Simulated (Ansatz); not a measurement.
**Au (Fm-3m, 1 atom in the cell): phonons and vibrational spectra**

Task: relax Au (Fm-3m, 1 atom in the cell), then find its harmonic phonons.

Main program and level: Ansatz 0.2.0; DFT LDA, scalar-relativistic, plane waves, PAW.

This is a report of a sequence of runs, with most program output left out.

The database entry behind the starting cell differs from later determinations by our own check (0.1 to 0.3 % short, probably kX units), so it need not match the best structure at ambient conditions.

## (1) The structure

The structure is cubic, space group Fm-3m (No. 225). The conventional cell has a = 4.070 Å, b = 4.070 Å, c = 4.070 Å, α = 90.00°, β = 90.00°, γ = 90.00°. Nearest to Au lie 12 Au at 2.88 Å.

## (2) Relaxation

The cell and atoms are relaxed, since residual forces and stress would shift the frequencies.

File input.yaml:

```yaml
crystal:
  lattice:
    - [0.0, 2.035, 2.035]
    - [2.035, 0.0, 2.035]
    - [2.035, 2.035, 0.0]
  atoms:
    - { symbol: Au, position: [0.0, 0.0, 0.0] }
kpoints:
  mp_grid: { grid: [16, 16, 16] }
hamiltonian:
  xc: lda
scf:
  occupations: { method: gaussian, width: 0.1 }
output:
  forces: true
  stress: true
  eigenvalues: true
  write_density: true
  write_potential: true
  elf: true
  volumetric_format: npy
relax:
  adjacent_minimum: "off"
  f_tol: 0.005
  max_steps: 80
  cell: { stress_tol: 0.05 }
```

Launch:

```console
$ ansatz run input.yaml --threads 4 --pin off --max-ram 7168MiB --backend cpu --events-out ev --progress --plain --runs-dir out
```

The job ended after 9.7 s (4 threads of Arm Neoverse N1, shared host; peak memory 0.3 GiB).

Relaxation path:

| step | energy less that of the first step (eV) | largest force component (eV/Å) | pressure (GPa) | volume (Å³) |
| --- | --- | --- | --- | --- |
| 1 | 0.0000 | 0.0000 | -3.01 | 16.85 |
| 2 | 0.0078 | 0.0000 | 6.80 | 16.07 |
| 3 | -0.0026 | 0.0000 | -0.23 | 16.60 |
| 4 | -0.0027 | 0.0000 | 0.01 | 16.58 |
| 5* | -0.0026 | 0.0000 | 0.01 | 16.58 |

Relaxation steps marked * repeat the geometry before them on a plane-wave basis chosen anew for their cell, so energy and pressure can jump there. Relaxation step 2 was tried and not accepted.

| conventional cell, symmetrised | before | after | change |
| --- | --- | --- | --- |
| a (Å) | 4.070 | 4.048 | -0.5 % |
| b (Å) | 4.070 | 4.048 | -0.5 % |
| c (Å) | 4.070 | 4.048 | -0.5 % |
| volume (Å³/atom) | 16.85 | 16.58 | -1.6 % |

Final coordinates:

```xyz
1
Lattice="0.0000 2.0240 2.0240 2.0240 0.0000 2.0240 2.0240 2.0240 0.0000" Properties=species:S:1:pos:R:3 pbc="T T T"
Au    0.0000    0.0000    0.0000
```

Numbers from this step:

```
pressure          : 0.01151 GPa
volume per atom   : 16.58 Å³
gap on the k-mesh : 0 eV
```

Valence density in the ac plane of the conventional cell at fractional y = 0.000, with atoms of Au within 0.2 Å of it. It is the smooth field of the valence electrons, not physical close to the nuclei.

Values in e/Å³, 14 rows by 14 columns, each cell a mean:
```
12  9  4  1  0  0  0  0  0  0  1  2  6 10
 7  5  2  1  0  0  0  0  0  0  0  1  3  6
 2  2  1  0  0  0  0  0  0  0  0  1  1  2
 1  0  0  0  0  1  1  1  1  1  0  0  0  1
 0  0  0  0  1  2  4  5  3  2  1  0  0  0
 0  0  0  0  2  5  9 10  7  3  1  0  0  0
 0  0  0  1  2  7 12 14 10  5  1  0  0  0
 0  0  0  1  2  6 10 12  9  4  1  0  0  0
 0  0  0  0  1  3  6  7  5  2  1  0  0  0
 0  0  0  0  1  1  2  2  2  1  0  0  0  0
 1  1  1  0  0  0  1  1  0  0  0  0  1  1
 5  3  2  1  0  0  0  0  0  0  0  1  2  4
10  7  3  1  0  0  0  0  0  0  0  2  5  9
14 10  5  1  0  0  0  0  0  0  1  2  7 12
```
Columns run along a (4.0 Å), rows up along c (4.0 Å), edges of the conventional cell, whose origin can differ from the input's. Atoms in or near the plane, at fractional coordinates: Au at (0.00, 0.00), Au at (0.50, 0.50).

Electrostatic potential energy in the ac plane of the conventional cell at fractional y = 0.000, with atoms of Au within 0.2 Å of it. With pseudopotentials it is smooth inside the atoms' cores, unlike the true potential.

Values in eV, 14 rows by 14 columns, each cell a mean:
```
-30 -29 -20   5  20  23  24  24  24  22  16  -6 -26 -30
-27 -23  -8  13  21  23  23  23  23  22  19   5 -15 -26
 -9  -2  10  19  21  21  20  19  20  21  20  16   5  -6
 15  17  20  21  19  13   5   3   8  16  20  20  19  16
 22  22  22  20  10  -8 -20 -23 -16  -1  16  21  22  22
 24  24  22  17  -2 -23 -29 -30 -28 -16   8  20  23  24
 24  24  22  15  -9 -27 -30 -29 -30 -23   3  19  23  24
 24  24  22  16  -6 -26 -30 -30 -29 -20   5  20  23  24
 23  23  22  19   5 -15 -26 -27 -23  -8  13  21  23  23
 19  20  21  20  16   5  -6  -9  -2  10  19  21  21  20
  3   8  16  20  20  19  16  15  17  20  21  19  13   5
-23 -16  -1  16  21  22  22  22  22  22  20  10  -8 -20
-30 -28 -16   8  20  23  24  24  24  22  17  -2 -23 -29
-29 -30 -23   3  19  23  24  24  24  22  15  -9 -27 -30
```
Columns run along a (4.0 Å; values clipped at the 3rd and 97th percentile), rows up along c (4.0 Å), edges of the conventional cell, whose origin can differ from the input's. Atoms in or near the plane, at fractional coordinates: Au at (0.00, 0.00), Au at (0.50, 0.50).

ELF in the ac plane of the conventional cell at fractional y = 0.000, with atoms of Au within 0.2 Å of it. It is the smooth field of the valence electrons, not physical close to the nuclei.

Values, 14 rows by 14 columns, each cell a mean:
```
0.68 0.61 0.52 0.37 0.24 0.17 0.13 0.12 0.14 0.19 0.28 0.44 0.56 0.65
0.58 0.53 0.44 0.31 0.22 0.18 0.17 0.17 0.17 0.19 0.25 0.37 0.48 0.56
0.46 0.41 0.33 0.24 0.21 0.22 0.24 0.24 0.23 0.21 0.22 0.28 0.37 0.44
0.30 0.27 0.23 0.21 0.24 0.31 0.37 0.39 0.35 0.28 0.23 0.22 0.25 0.28
0.19 0.19 0.19 0.23 0.33 0.44 0.52 0.54 0.49 0.40 0.28 0.21 0.19 0.19
0.14 0.15 0.19 0.27 0.41 0.53 0.61 0.64 0.59 0.49 0.35 0.23 0.17 0.14
0.11 0.14 0.19 0.30 0.46 0.58 0.68 0.74 0.64 0.54 0.39 0.24 0.17 0.12
0.12 0.14 0.19 0.28 0.44 0.56 0.65 0.68 0.61 0.52 0.37 0.24 0.17 0.13
0.17 0.17 0.19 0.25 0.37 0.48 0.56 0.58 0.53 0.44 0.31 0.22 0.18 0.17
0.24 0.23 0.21 0.22 0.28 0.37 0.44 0.46 0.41 0.33 0.24 0.21 0.22 0.24
0.39 0.35 0.28 0.23 0.22 0.25 0.28 0.30 0.27 0.23 0.21 0.24 0.31 0.37
0.54 0.49 0.40 0.28 0.21 0.19 0.19 0.19 0.19 0.19 0.23 0.33 0.44 0.52
0.64 0.59 0.49 0.35 0.23 0.17 0.14 0.14 0.15 0.19 0.27 0.41 0.53 0.61
0.74 0.64 0.54 0.39 0.24 0.17 0.12 0.11 0.14 0.19 0.30 0.46 0.58 0.68
```
Columns run along a (4.0 Å), rows up along c (4.0 Å), edges of the conventional cell, whose origin can differ from the input's. Atoms in or near the plane, at fractional coordinates: Au at (0.00, 0.00), Au at (0.50, 0.50).

In this step the volume went from 16.85 to 16.58 Å³/atom.

## (3) Tight relaxation

Phonons need a cell at rest on their own settings, so the relaxation is repeated with tight tolerances on forces and stress on the k mesh and occupations of the first response run.

File input.yaml:

```yaml
crystal:
  lattice:
    - [0.0, 2.0240394869, 2.0240394869]
    - [2.0240394869, 0.0, 2.0240394869]
    - [2.0240394869, 2.0240394869, 0.0]
  atoms:
    - { symbol: Au, position: [0.0, 0.0, 0.0] }
kpoints:
  mp_grid: { grid: [16, 16, 16] }
hamiltonian:
  xc: lda
scf:
  occupations: { method: methfessel_paxton, width: 0.15 }
output:
  forces: true
  stress: true
  eigenvalues: true
relax:
  adjacent_minimum: "off"
  f_tol: 0.001
  max_steps: 60
  cell: { stress_tol: 0.01 }
```

Elapsed: 7.5 s, on 4 threads; peak memory 0.3 GiB.

Little changed from the start: no atom moved by 0.005 Å and no cell edge by 0.1 %.

This step gave:

| Quantity | Value |
| --- | --- |
| pressure | -4.07e-6 GPa |

The forces vanish by symmetry and the pressure is 0.000 GPa, within the tolerances set. The cell now holds 16.58 Å³/atom.

## (4) Phonons on a q mesh

Stability and thermal properties need the whole zone. Linear response on a 4×4×4 q mesh gives force constants as far as a supercell of that size would.

File input.yaml:

```yaml
crystal:
  lattice:
    - [0.0, 2.0240809914, 2.0240809914]
    - [2.0240809914, 0.0, 2.0240809914]
    - [2.0240809914, 2.0240809914, 0.0]
  atoms:
    - { symbol: Au, position: [0.0, 0.0, 0.0] }
kpoints:
  mp_grid: { grid: [16, 16, 16] }
hamiltonian:
  xc: lda
scf:
  occupations: { method: methfessel_paxton, width: 0.15 }
output:
  eigenvalues: true
phonons:
  method: dfpt
  qmesh: [4, 4, 4]
  temperatures: { t_max: 1000, t_step: 50 }
  qpath:
    path:
      - [[0.0, 0.0, 0.0], [0.5, 0.0, 0.5], [0.625, 0.25, 0.625]]
      - [[0.375, 0.375, 0.75], [0.0, 0.0, 0.0], [0.5, 0.5, 0.5], [0.5, 0.25, 0.75], [0.5, 0.0, 0.5]]
    npoints: 10
```

Wall time 3.3 min (4 threads); peak memory 2.2 GiB; 9.4 min of CPU time.

Numbers from this step:

- sum-rule residual before enforcement: 1.10e-4 eV/Å²
- lowest frequency on the path: 0 cm⁻¹
- highest frequency on the path or at a solved wavevector: 159.7 cm⁻¹
- mean frequency: 92.7 cm⁻¹
- Debye temperature (second moment): 184 K
- logarithmic mean frequency: 85.2 cm⁻¹
- lowest mode on the q mesh (acoustic modes at Γ apart): 38.46 cm⁻¹
- zero-point energy per atom: 17.23 meV
- heat capacity at 300 K: 24.48 J/(mol atoms K)
- vibrational entropy at 300 K: 47.52 J/(mol atoms K)

Frequencies (cm⁻¹) solved at each irreducible wavevector; negative means imaginary. Frequencies by wavevector, by row:

```csv
q in reciprocal lattice units,star,mode 1,mode 2,mode 3
0 0 0,1,0,0,0
0 0 0.25,8,38.5,38.5,109.4
0 0 -0.5,4,61.5,61.5,159.7
0 0.25 0.25,6,56.9,56.9,114.4
0 0.25 -0.5,24,71.8,90.9,143.5
0 0.25 -0.25,12,56.8,91.6,134.4
0 -0.5 -0.5,3,88.7,88.7,155.4
0.25 -0.5 -0.25,6,87.5,122.9,122.9
```

Interpolated from a 4×4×4 q mesh. The phonon branches at the labelled points (cm⁻¹):

| point | branch 1 | branch 2 | branch 3 |
| --- | --- | --- | --- |
| Γ | 0 | 0 | 0 |
| halfway | 57 | 57 | 114 |
| X | 89 | 89 | 155 |
| halfway | 86 | 96 | 150 |
| U | 78 | 113 | 137 |
| jump to K | 78 | 113 | 137 |
| halfway | 44 | 66 | 120 |
| Γ | 0 | 0 | 0 |
| halfway | 38 | 38 | 109 |
| L | 62 | 62 | 160 |
| halfway | 68 | 94 | 145 |
| W | 88 | 123 | 123 |
| halfway | 88 | 98 | 146 |
| X | 89 | 89 | 155 |

Tetrahedra on a 28×28×28 mesh, mean over bins of 2 cm-1. Interpolated from a 4×4×4 q mesh. The phonon density of states by wavenumber; read off at these points:

| wavenumber (cm⁻¹) | phonon density of states (1/cm⁻¹/cell) |
| --- | --- |
| 1.0 | 1.0e-5 |
| 5.0 | 1.5e-4 |
| 9.0 | 6.3e-4 |
| 13.0 | 0.00131 |
| 19.0 | 0.00264 |
| 23.0 | 0.0037 |
| 27.0 | 0.00493 |
| 31.0 | 0.00633 |
| 35.0 | 0.00796 |
| 39.0 | 0.00988 |
| 45.0 | 0.0135 |
| 49.0 | 0.0167 |
| 53.0 | 0.0210 |
| 57.0 | 0.0274 |
| 61.0 | 0.0424 |
| 63.0 | 0.0459 |
| 65.0 | 0.0434 |
| 71.0 | 0.0394 |
| 75.0 | 0.0378 |
| 79.0 | 0.0364 |
| 83.0 | 0.0353 |
| 87.0 | 0.0315 |
| 91.0 | 0.0197 |
| 97.0 | 0.0186 |
| 101.0 | 0.0177 |
| 105.0 | 0.0167 |
| 109.0 | 0.0155 |
| 113.0 | 0.0142 |
| 117.0 | 0.0124 |
| 123.0 | 0.0064 |
| 127.0 | 0.0130 |
| 131.0 | 0.0212 |
| 135.0 | 0.0367 |
| 139.0 | 0.0438 |
| 141.0 | 0.0462 |
| 143.0 | 0.0444 |
| 149.0 | 0.0199 |
| 153.0 | 0.0122 |
| 157.0 | 0.00468 |
| 161.0 | 0 |

Second derivatives of the energy by pair, one row for each kind of neighbour of each atom listed. Each entry sums the pair over the periodic images of the supercell that the q mesh stands for, and in a polar crystal it holds the long-range dipole part too. Force constants by pair, by row:

```
atom  neighbour  distance (Å)  third of the trace (eV/Å²)  along the pair's line (eV/Å²)
 Au1     itself             0                       7.124                              –
 Au1         Au         2.862                     -0.5762                         -2.419
 Au1         Au         4.048                     -0.0621                        -0.2712
 Au1         Au         4.958                     -0.0124                        -0.0324
 Au1         Au         5.725                      0.0692                         0.1974
 Au1         Au         6.401                    -9.00e-4                         0.0013
 Au1         Au         7.012                     -0.0043                        -0.0043
```

Harmonic thermodynamic functions per atom, from the density of states. Interpolated from a 4×4×4 q mesh. Thermodynamic functions, by row:

```
T (K)  F_vib (meV/atom)  S (J/mol-atom/K)  C_V (J/mol-atom/K)
    0             17.23                 0                   0
   50             15.61             9.193               14.47
  100              7.39             21.85               21.27
  200            -24.25             37.69               23.92
  300            -68.73             47.52               24.48
  400            -121.8             54.59               24.68
  500            -181.3             60.11               24.77
  600            -246.1             64.63               24.82
  700            -315.1             68.46               24.86
  800            -387.8             71.78               24.88
  900            -463.7             74.71               24.89
 1000            -542.5             77.33                24.9
```

Harmonic mean-square displacement, third of the trace. Interpolated from a 4×4×4 q mesh. Mean square displacements, by row:

```csv
T (K),Au1 U_eq (Å²)
0,0.00112
100,0.00301
300,0.0085
600,0.01689
```

Symmetry leaves 8 wavevectors to solve. The lowest mode among them, the acoustic zeros apart, lies at q = (0, 0, 0.25) and is real, 38.5 cm⁻¹.

## (5) Results

```yaml
space_group_after_relaxation_within_0p01_a: Fm-3m
volume_per_atom: 16.6 Å³
electronic_character: no gap on this mesh
lowest_mode_on_the_q_mesh_acoustic_modes_at_gamma_apart: 38.5 cm⁻¹
highest_frequency_on_the_path_or_at_a_solved_wavevector: 160 cm⁻¹
zero_point_energy_per_atom: 17.2 meV
heat_capacity_at_300_k: 24.5 J/(mol atoms K)
vibrational_entropy_at_300_k: 47.5 J/(mol atoms K)
debye_temperature_second_moment: 184 K
imaginary_modes_on_the_4x4x4_q_mesh: none
```

**Reading.** The structure is a minimum as far as tested: no mode is imaginary at the 8 irreducible wavevectors of the 4×4×4 mesh, and the softest away from the acoustic zeros lies at 38 cm⁻¹. With no gap, or one that is small against the smearing, the frequencies hang on the k mesh and the smearing, most of all near Kohn anomalies. Spin-orbit coupling is left out, which can matter for the heavy elements here. These are harmonic frequencies at zero temperature: anharmonic shifts, linewidths and thermal expansion are left out.

[Logs are printed without paths, hosts, clocks, repeated set-up lines and the standing remarks that a program may print on its own settings, such as how far it seeks lower states.]

[Hosts, paths, dates, database ids (printed as entryN), source tags and the programs' standing remarks are cut or masked in the printed files.]
